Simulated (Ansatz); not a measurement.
# AgF (model cell, started as wurtzite): a soft mode frozen in, part 2 of 3

Aim: this structure of AgF (model cell, started as wurtzite) is to be tested for unstable modes, and one is followed downhill.

Ansatz 0.2.0; DFT LDA, scalar-relativistic, plane waves, PAW.

So far, highest frequency on the path or at a solved wavevector (cm⁻¹): step 2 (response at finite wavevector) 282. Also lowest frequency on the path (cm⁻¹): step 2 -45.3.

The structure was built from a prototype and need not be the compound's stable phase.

## (6) Relaxing from the distorted cell

Starting from the lowest point found, all atoms and the cell are let go, so that strain and other modes of the same symmetry can join in.

Input file input.yaml:

```yaml
crystal:
  lattice:
    - [4.0138959602, 3.0438e-06, 0.0]
    - [-2.0069506161, 3.4761343478, 0.0]
    - [0.0, 0.0, 4.7092382587]
  atoms:
    - { symbol: Ag, position: [0.3333333333, 0.6666666667, 0.9779303904] }
    - { symbol: Ag, position: [0.6666666667, 0.3333333333, 0.3970696096] }
    - { symbol: F, position: [0.3333333333, 0.6666666667, 0.4842166849] }
    - { symbol: F, position: [0.6666666667, 0.3333333333, 0.8907833151] }
kpoints:
  mp_grid: { grid: [12, 12, 8] }
hamiltonian:
  xc: lda
scf:
  occupations: { method: methfessel_paxton, width: 0.15 }
output:
  forces: true
  stress: true
  eigenvalues: true
  write_density: true
  write_potential: true
  elf: true
  volumetric_format: npy
relax:
  adjacent_minimum: "off"
  f_tol: 0.002
  max_steps: 120
  cell: { stress_tol: 0.03 }
```

On the command line:

```
$ ansatz run input.yaml --threads 4 --pin off --max-ram 7168MiB --backend cpu --events-out ev --progress --plain --runs-dir out
```

Numbers of over 12 decimals in the logs are rounded to 6 here.

What it wrote:

```text
[...]
Crystal: 4 atoms, lattice volume = 65.707 Å³
Basis set: ecut = 420 eV, 1323 PW (Γ)
Bands: 32, of which v1, the nominal top of the filled ones, is band 26 counted from 1 (25 counted from 0)
Symmetry: 12 space group operations
[...]
k-points: 131 of 1152
[...]
SCF iter   1: F=—  HF=-16501.116985 eV  |F-HF|=—  |Δ(HF+E_count)|=         —  Δρ=2.14e-2  dr2=2.28e-1  ethr=1.77e-3  ⟨swp⟩=5.3  Hψ=14487  notcnv=0  defer=13
[...]
SCF iter   7: F=-16501.056743 eV  HF=-16501.056743 eV  |F-HF|=3.47e-9  |Δ(HF+E_count)|=   4.03e-7  S|Δr|=    0.00e0  Δρ=5.91e-6  dr2=1.30e-8  ethr=1.92e-10  ⟨swp⟩=10.2  Hψ=29114  notcnv=0
SCF 1 converged in 7 iterations: F = -16501.056743 eV  dr2 = 1.30e-8
[...]
relax step   1: F+E_penalty+E_count = -16501.05674312 eV  Δ(F+E_penalty+E_count) = +0.000e0 eV  max|allowed force component| = 9.453e-2 eV/Å  Δτ_max = 0.0000 Å  P = -1.945 GPa  Ω = 65.707 Å³  (7 SCF iters, dr2 threshold 1.00e-7 eV, accepted)
Crystal: 4 atoms, lattice volume = 63.954 Å³
Basis set: ecut = 420 eV, 1263 PW (Γ)
[...]
SCF iter   6: F=-16501.078404 eV  HF=-16501.078404 eV  |F-HF|=1.46e-10  |Δ(HF+E_count)|=   5.03e-6  S|Δr|=    0.00e0  Δρ=4.41e-5  dr2=2.55e-7  ethr=7.69e-10  ⟨swp⟩=7.2  Hψ=29744  notcnv=0
SCF 2 converged in 6 iterations: F = -16501.078404 eV  dr2 = 2.55e-7
relax step   2: F+E_penalty+E_count = -16501.07840394 eV  Δ(F+E_penalty+E_count) = -2.166e-2 eV  max|allowed force component| = 7.642e-2 eV/Å  Δτ_max = 0.0207 Å  P = -0.152 GPa  Ω = 63.954 Å³  energy of the carried Pulay correction = +6.024e-3 eV  (6 SCF iters, dr2 threshold 4.00e-7 eV, accepted)
Crystal: 4 atoms, lattice volume = 62.719 Å³
Basis set: ecut = 420 eV, 1239 PW (Γ)
[...]
SCF iter   7: F=-16501.094347 eV  HF=-16501.094347 eV  |F-HF|=1.28e-7  |Δ(HF+E_count)|=   9.70e-7  S|Δr|=    0.00e0  Δρ=1.73e-5  dr2=1.46e-7  ethr=7.69e-10  ⟨swp⟩=8.4  Hψ=28156  notcnv=0
SCF 3 converged in 7 iterations: F = -16501.094347 eV  dr2 = 1.46e-7
relax step   3: F+E_penalty+E_count = -16501.09434686 eV  Δ(F+E_penalty+E_count) = -1.594e-2 eV  max|allowed force component| = 1.025e-1 eV/Å  Δτ_max = 0.0529 Å  P = +0.447 GPa  Ω = 62.719 Å³  energy of the carried Pulay correction = +1.036e-2 eV  (7 SCF iters, dr2 threshold 4.00e-7 eV, accepted)
[... from here on, the SCF cycles and remarks between the steps are left out ...]
relax step   4: F+E_penalty+E_count = -16501.10145534 eV  Δ(F+E_penalty+E_count) = -7.108e-3 eV  max|allowed force component| = 3.124e-2 eV/Å  Δτ_max = 0.0327 Å  P = +0.091 GPa  Ω = 62.668 Å³  energy of the carried Pulay correction = +1.054e-2 eV  (6 SCF iters, dr2 threshold 4.00e-7 eV, accepted)
relax step   5: F+E_penalty+E_count = -16501.10514675 eV  Δ(F+E_penalty+E_count) = -3.691e-3 eV  max|allowed force component| = 3.923e-2 eV/Å  Δτ_max = 0.0349 Å  P = +0.060 GPa  Ω = 62.600 Å³  energy of the carried Pulay correction = +1.079e-2 eV  (6 SCF iters, dr2 threshold 4.00e-7 eV, accepted)
relax step   6: F+E_penalty+E_count = -16501.10490162 eV  Δ(F+E_penalty+E_count) = +2.451e-4 eV  max|allowed force component| = 4.768e-3 eV/Å  Δτ_max = 0.0096 Å  P = +0.001 GPa  Ω = 62.946 Å³  energy of the carried Pulay correction = +9.563e-3 eV  (7 SCF iters, dr2 threshold 1.00e-7 eV, accepted)
relax step   7: F+E_penalty+E_count = -16501.10473511 eV  Δ(F+E_penalty+E_count) = +1.665e-4 eV  max|allowed force component| = 1.457e-4 eV/Å  Δτ_max = 0.0010 Å  P = +0.000 GPa  Ω = 63.000 Å³  energy of the carried Pulay correction = +9.370e-3 eV  (6 SCF iters, dr2 threshold 6.72e-9 eV, accepted)
relax step   8: F+E_penalty+E_count = -16501.09845409 eV  Δ(F+E_penalty+E_count) = +6.281e-3 eV  max|allowed force component| = 3.218e-4 eV/Å  Δτ_max = 0.0000 Å  P = -0.192 GPa  Ω = 63.000 Å³  stress off target by 3.33e-1 GPa  SCF on the basis re-selected at this cell (its energy is not comparable with the rows above)  (8 SCF iters)
relax step   9: F+E_penalty+E_count = -16501.09922681 eV  Δ(F+E_penalty+E_count) = -7.727e-4 eV  max|allowed force component| = 1.783e-2 eV/Å  Δτ_max = 0.0044 Å  P = +0.181 GPa  Ω = 62.776 Å³  energy of the carried Pulay correction = +7.256e-4 eV  (6 SCF iters, dr2 threshold 2.77e-7 eV, accepted)
relax step  10: F+E_penalty+E_count = -16501.09904965 eV  Δ(F+E_penalty+E_count) = +1.772e-4 eV  max|allowed force component| = 2.356e-2 eV/Å  Δτ_max = 0.0039 Å  P = +0.063 GPa  Ω = 62.840 Å³  energy of the carried Pulay correction = +5.139e-4 eV  (5 SCF iters, dr2 threshold 2.10e-7 eV, accepted)
relax step  11: F+E_penalty+E_count = -16501.09894457 eV  Δ(F+E_penalty+E_count) = +1.051e-4 eV  max|allowed force component| = 4.087e-4 eV/Å  Δτ_max = 0.0028 Å  P = +0.003 GPa  Ω = 62.891 Å³  energy of the carried Pulay correction = +3.374e-4 eV  (6 SCF iters, dr2 threshold 3.47e-8 eV, accepted)
[...]
SCF iter   7: F=-16501.098599 eV  HF=-16501.098599 eV  |F-HF|=0.00e0  |Δ(HF+E_count)|=  7.28e-12  S|Δr|=    0.00e0  Δρ=2.17e-8  dr2=7.32e-14  ethr=1.00e-12  ⟨swp⟩=5.0  Hψ=17063  notcnv=0
SCF 12 converged in 7 iterations: F = -16501.098599 eV  dr2 = 7.32e-14
relax step  12: F+E_penalty+E_count = -16501.09859873 eV  Δ(F+E_penalty+E_count) = +3.458e-4 eV  max|allowed force component| = 3.057e-4 eV/Å  Δτ_max = 0.0000 Å  P = -0.003 GPa  Ω = 62.891 Å³  stress off target by 1.57e-2 GPa  SCF on the basis re-selected at this cell (its energy is not comparable with the rows above)  (7 SCF iters)
[...]
SCF converged after 7 iterations
[...]
Free energy (F): -16501.098599 eV
[...]
Internal energy: -16501.099078 eV  (E = F + TS)
E sigma→0 (E₀):  -16501.098719 eV
Entropy (-TS):   0.000479 eV (0.120 meV/atom)
Fermi energy:    8.313289 eV
Step filling:    the computed levels leave a gap of 0.0022 eV = 0.0 smearing widths at the electron count; against every level under it full and every level over it empty, smearing changes F+E_penalty+E_count by -0.825 meV and its σ→0 estimate by -0.945 meV
[...]
--- Forces (eV/Å), atoms counted from 1 ---
  atom   1  Ag     0.00000000    -0.00000000    -0.00030572
  atom   2  Ag    -0.00000000     0.00000000     0.00030572
  atom   3  F      0.00000000    -0.00000000     0.00021921
  atom   4  F     -0.00000000     0.00000000    -0.00021921
  max |Σ_I F_I| component: 3.70e-17 eV/Å
--- Stress (GPa, compression-positive) ---
        0.003199       0.000000       0.000000
        0.000000       0.003199      -0.000000
        0.000000      -0.000000      -0.015654
  P = ⅓ Tr σ = -0.0031 GPa (-0.031 kbar)
--- Band table (eV; the first three rows and the last of 131) ---
  k-point 0: bands = [... 22 lower, 7.2250, 7.2250, 7.5586, 7.5586, 7.5992, 14.7775, 16.4022, 19.4242, ... 2 higher]
  k-point 1: bands = [... 22 lower, 7.1886, 7.1886, 7.5625, 7.5625, 8.0290, 14.2430, 17.0602, 19.1315, ... 2 higher]
  k-point 2: bands = [... 22 lower, 7.1420, 7.4037, 7.5599, 7.5599, 8.9857, 13.3955, 18.2540, 18.7364, ... 2 higher]
  k-point 130: bands = [... 22 lower, 6.6463, 7.7331, 8.1470, 8.1470, 13.4975, 13.4975, 13.7121, 16.2930, ... 2 higher]
--- Relaxed structure (10 steps of the walk, 10 accepted, 2 SCFs on fresh bases) ---
  F+E_penalty+E_count = -16501.09859873 eV   max|allowed force component| = 3.057e-4 eV/Å   (the final SCF, on the basis selected at the relaxed cell)
  cell:  # Å, volume = 62.8911 Å³
    - [4.008911, 3.040015249626428e-6, -6.197148144949425e-18]
    - [-2.004458, 3.471817, 1.2394296289898854e-17]
    - [-7.270712982975321e-18, 1.259322223984601e-17, 4.518621]
  atoms:
    - { symbol: Ag, position: [0.333333, 0.666667, 1.004898] }
    - { symbol: Ag, position: [0.666667, 0.333333, 0.370102] }
    - { symbol: F, position: [0.333333, 0.666667, 0.510117] }
    - { symbol: F, position: [0.666667, 0.333333, 0.864883] }
```

Elapsed: 80 s, on 4 threads of Arm Neoverse N1, shared host; peak memory 0.51 GiB; 5.1 min of CPU time.

Relaxation path:

```
step  energy less that of the first step (eV)  largest force component (eV/Å)  pressure (GPa)  volume (Å³)
   1                                   0.0000                          0.0945           -1.95        65.71
   2                                  -0.0217                          0.0764           -0.15        63.95
   3                                  -0.0376                          0.1025            0.45        62.72
   4                                  -0.0447                          0.0312            0.09        62.67
   5                                  -0.0484                          0.0392            0.06        62.60
   6                                  -0.0482                          0.0048            0.00        62.95
   7                                  -0.0480                          0.0001            0.00        63.00
  8*                                  -0.0417                          0.0003           -0.19        63.00
   9                                  -0.0425                          0.0178            0.18        62.78
  10                                  -0.0423                          0.0236            0.06        62.84
  11                                  -0.0422                          0.0004            0.00        62.89
 12*                                  -0.0419                          0.0003            0.00        62.89
```

Relaxation steps marked * repeat the geometry before them on a plane-wave basis chosen anew for their cell, so energy and pressure can jump there.

The run keeps the 12 symmetry operations that it works with, so distortions that break them were not tested.

```
conventional cell, symmetrised  before  after  change
                         a (Å)   4.014  4.009  -0.1 %
                         b (Å)   4.014  4.009  -0.1 %
                         c (Å)   4.709  4.519  -4.0 %
              volume (Å³/atom)   16.43  15.72  -4.3 %
```

The atoms that moved most (Å, as changes of fractional coordinates times the final cell):

```
atom     dx     dy      dz  length
 Ag1  0.000  0.000   0.122   0.122
 Ag2  0.000  0.000  -0.122   0.122
  F4  0.000  0.000  -0.117   0.117
  F3  0.000  0.000   0.117   0.117
```

Numbers from this step:

```yaml
pressure: -0.003085 GPa
volume_per_atom: 15.72 Å³
```

Valence density in the ac plane at fractional y = 0.333, with atoms of Ag and F within 0.2 Å of it. It is the smooth field of the valence electrons, not physical close to the nuclei.

Values in e/Å³, 15 rows by 14 columns, each cell a mean:
```
 0  0  0  0  0  0  0  1  4  7  5  2  0  0
 0  0  0  0  0  0  0  2  8 12  9  3  1  0
 0  0  0  0  0  0  0  1  6  9  7  3  1  0
 0  0  0  0  0  0  0  1  2  3  2  1  0  0
 0  0  0  0  0  0  0  0  0  1  1  0  0  0
 0  0  0  0  0  0  0  0  0  1  0  0  0  0
 0  0  0  0  0  0  0  1  2  2  2  1  0  0
 0  0  0  0  0  0  1  2  6  9  7  4  1  0
 0  0  0  0  0  0  1  4 13 17 14  7  2  0
 0  0  0  0  0  0  1  5 13 19 15  8  2  0
 0  0  0  0  0  0  1  3  8 11  9  5  1  0
 0  0  0  0  0  0  0  1  2  3  3  1  0  0
 0  0  0  0  0  0  0  0  1  1  1  0  0  0
 0  0  0  0  0  0  0  0  0  0  0  0  0  0
 0  0  0  0  0  0  0  0  1  1  1  1  0  0
```
Columns run along a (4.0 Å), rows up along c (4.5 Å). Atoms in or near the plane, at fractional coordinates: Ag at (0.67, 0.37), F at (0.67, 0.86).

ELF in the ac plane at fractional y = 0.333, with atoms of Ag and F within 0.2 Å of it. It is the smooth field of the valence electrons, not physical close to the nuclei.

Ten even steps from '0' (0.03) to '9' (0.82), each cell a mean:
```
01210048989951
01110059867972
00000059978972
00000037999841
00000002444310
00110000111100
01210012444310
01210024677531
00100136898742
00000146899742
00000135787642
00000123454321
11111011111110
12221001222100
12221014787620
```
Columns run along a (4.0 Å), rows up along c (4.5 Å). Atoms in or near the plane, at fractional coordinates: Ag at (0.67, 0.37), F at (0.67, 0.86).

Electrostatic potential energy in the ac plane at fractional y = 0.333, with atoms of Ag and F within 0.2 Å of it. With pseudopotentials it is smooth inside the atoms' cores, unlike the true potential.

Ten even steps from '_' (-34 eV) to '@' (14 eV), each cell a mean:
```
@@@@%%%%@@@@@@##..__..++@@@@
@@@@@@@@@@@@@@++______::@@@@
@@@@@@@@@@@@@@**..____==@@@@
@@@@@@@@@@@@@@@@++--==##@@@@
@@@@@@@@@@@@@@@@@@%%@@@@@@@@
@@@@@@@@@@@@@@@@%%##%%%%@@@@
@@@@@@@@@@@@%%##++==++**%%@@
@@@@@@@@@@@@##==::..::--**%%
@@@@@@@@@@%%**--______::++%%
@@@@@@@@@@%%++--______::++%%
@@@@@@@@@@@@**==......--**%%
@@@@@@@@@@@@%%**==--==++%%@@
@@@@@@@@@@@@@@%%######%%@@@@
@@@@%%@@@@@@@@@@@@%%@@@@@@@@
@@%%%%%%@@@@@@@@##**##@@@@@@
```
Columns run along a (4.0 Å; values clipped at the 3rd and 97th percentile), rows up along c (4.5 Å). Atoms in or near the plane, at fractional coordinates: Ag at (0.67, 0.37), F at (0.67, 0.86).

The distorted start has space group P-3m1; the relaxation ends in P-3m1.

## (7) The new phase in its own primitive cell

The relaxed structure is symmetrised, reduced to its primitive cell and relaxed tightly, as its phonons need.

Input file input.yaml:

```yaml
crystal:
  lattice:
    - [4.0089111415, 0.0, 0.0]
    - [-2.0044555708, 3.4718188901, 0.0]
    - [0.0, 0.0, 4.5186205926]
  atoms:
    - { symbol: Ag, position: [0.3333333333, 0.6666666667, 0.8173975091] }
    - { symbol: Ag, position: [0.6666666667, 0.3333333333, 0.1826024909] }
    - { symbol: F, position: [0.3333333333, 0.6666666667, 0.3226165981] }
    - { symbol: F, position: [0.6666666667, 0.3333333333, 0.6773834019] }
kpoints:
  mp_grid: { grid: [12, 12, 8] }
hamiltonian:
  xc: lda
scf:
  occupations: { method: methfessel_paxton, width: 0.15 }
output:
  forces: true
  stress: true
  eigenvalues: true
relax:
  adjacent_minimum: "off"
  f_tol: 0.001
  max_steps: 60
  cell: { stress_tol: 0.01 }
```

What it wrote:

```text
[...]
Crystal: 4 atoms, lattice volume = 62.891 Å³
Basis set: ecut = 420 eV, 1239 PW (Γ)
Bands: 32, of which v1, the nominal top of the filled ones, is band 26 counted from 1 (25 counted from 0)
Symmetry: 12 space group operations
[...]
k-points: 131 of 1152
[...]
--- Relaxed structure (3 steps of the walk, 3 accepted, 1 SCFs on fresh bases) ---
[...]
cell:  # Å, volume = 62.9029 Å³
    - [4.009716, 2.8873352950893828e-11, 0]
    - [-2.004858, 3.472516, 0]
    - [0, 0, 4.517656]
  atoms:
    - { symbol: Ag, position: [0.333333, 0.666667, 0.817394] }
    - { symbol: Ag, position: [0.666667, 0.333333, 0.182606] }
    - { symbol: F, position: [0.333333, 0.666667, 0.322606] }
    - { symbol: F, position: [0.666667, 0.333333, 0.677394] }
[key lines of the parts left out:]
SCF converged after 5 iterations
Free energy (F): -16501.098625 eV
Fermi energy:    8.311621 eV
P = ⅓ Tr σ = -0.0034 GPa (-0.034 kbar)
```

The job ended after 23 s (4 threads; peak memory 0.49 GiB; 87 s of CPU time).

Little changed from the start: no atom moved by 0.005 Å and no cell edge by 0.1 %.

This step gave:

```
pressure        : -0.003408 GPa
volume per atom : 15.73 Å³
```

The largest force component left is 0.35 meV/Å and the pressure is -0.003 GPa, within the tolerances set. The cell now holds 15.73 Å³/atom.

(Continued in part 3 of 3.)

[Logs are printed without paths, hosts, clocks, repeated set-up lines and the standing remarks that a program may print on its own settings, such as how far it seeks lower states.]

[Hosts, paths, dates, database ids (printed as entryN), source tags and the programs' standing remarks are cut or masked in the printed files.]
